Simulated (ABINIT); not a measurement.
Computed results, one entry a study.

### A GW chain in ABINIT: TiO2 (Rutile)

The structure is tetragonal, space group P4_2/mnm (No. 136). The conventional cell has a = 4.592 Å, b = 4.592 Å, c = 2.957 Å, α = 90.00°, β = 90.00°, γ = 90.00°. Nearest to Ti lie 6 O at 1.95 to 1.98 Å. O has 3 Ti at 1.95 to 1.98 Å nearest. Farther neighbours, and contacts between anions beyond the nearest, are not listed.

```yaml
method: RPA screening on PBE, plane waves, norm-conserving pseudopotentials (and 2 further levels or steps)
program: ABINIT 10.8.3
settings: cutoff 38 Ha, PseudoDojo scalar-relativistic 0.4.1 standard, norm-conserving, potential set dojo-sr-pbe-0.4.1-standard, ngkpt (2, 2, 4), nband 157, ecuteps 4.8 Ha, inclvkb 2, shiftk (0, 0, 0), symchi 1, awtr 1, frequency ppm, 2×2×4 k-mesh
cost: 5 runs, 4.4 min in all on 8 MPI ranks of Arm Neoverse V2, shared host
notes: The program’s warnings: nkpt*nsppol () is not a multiple of nproc spkpt (). The cell and positions come from the Crystallography Open Database and are kept as given unless a step says otherwise. The 2×2×4 mesh is coarse for this cell, which bears on the long-range parts of exchange and screening.
pbe_gap: 1.92 eV, direct
g0w0_gap_on_the_mesh: 3.22 eV
gw_settings: 2×2×4 mesh, 157 bands, screening to 130.6 eV, Godby-Needs plasmon pole
known_limits: short of the basis limit; coarse k mesh
```

G0W0 moves the gap on the mesh from 1.92 eV to 3.22 eV (+1.31 eV), with Z of 0.77 and 0.78 at the edges. Local fields lower the RPA ε∞ on this mesh from 9.34 to 8.92; a Γ-centred mesh this coarse tends to raise both, most where the direct gap is narrow, while a short band sum lowers them.

[Long decimals in the printed logs are rounded to 6 places.]

[Logs are printed without paths, hosts, clocks, repeated set-up lines and the standing remarks that a program may print on its own settings, such as how far it seeks lower states.]

[Paths, hosts, dates, memory and timing lines, banners, echoed tables and standing remarks are left out of the program output; an Ansatz launch command may be rebuilt from the run's recorded settings. Measured values are a selection of at most five: reports struck by readers or far from the other reports are left out. None is set beside runs whose start may be inverted or whose files or cutoffs have a known fault.]

[Runs of the session that timed out or met a known fault of the program may be left out.]

[Hosts, paths, dates, database ids (printed as entryN), source tags and the programs' standing remarks are cut or masked in the printed files.]

[G0W0 gaps are taken among the corrected bands and points alone; a level outside them can change the order at an edge.]

[Where Ansatz stands beside ABINIT at settings called matched, ABINIT's density can come from a denser mesh and the files from another edition; pairs whose starting gaps differed by over 0.03 eV were left out, so agreement reads better than it is.]
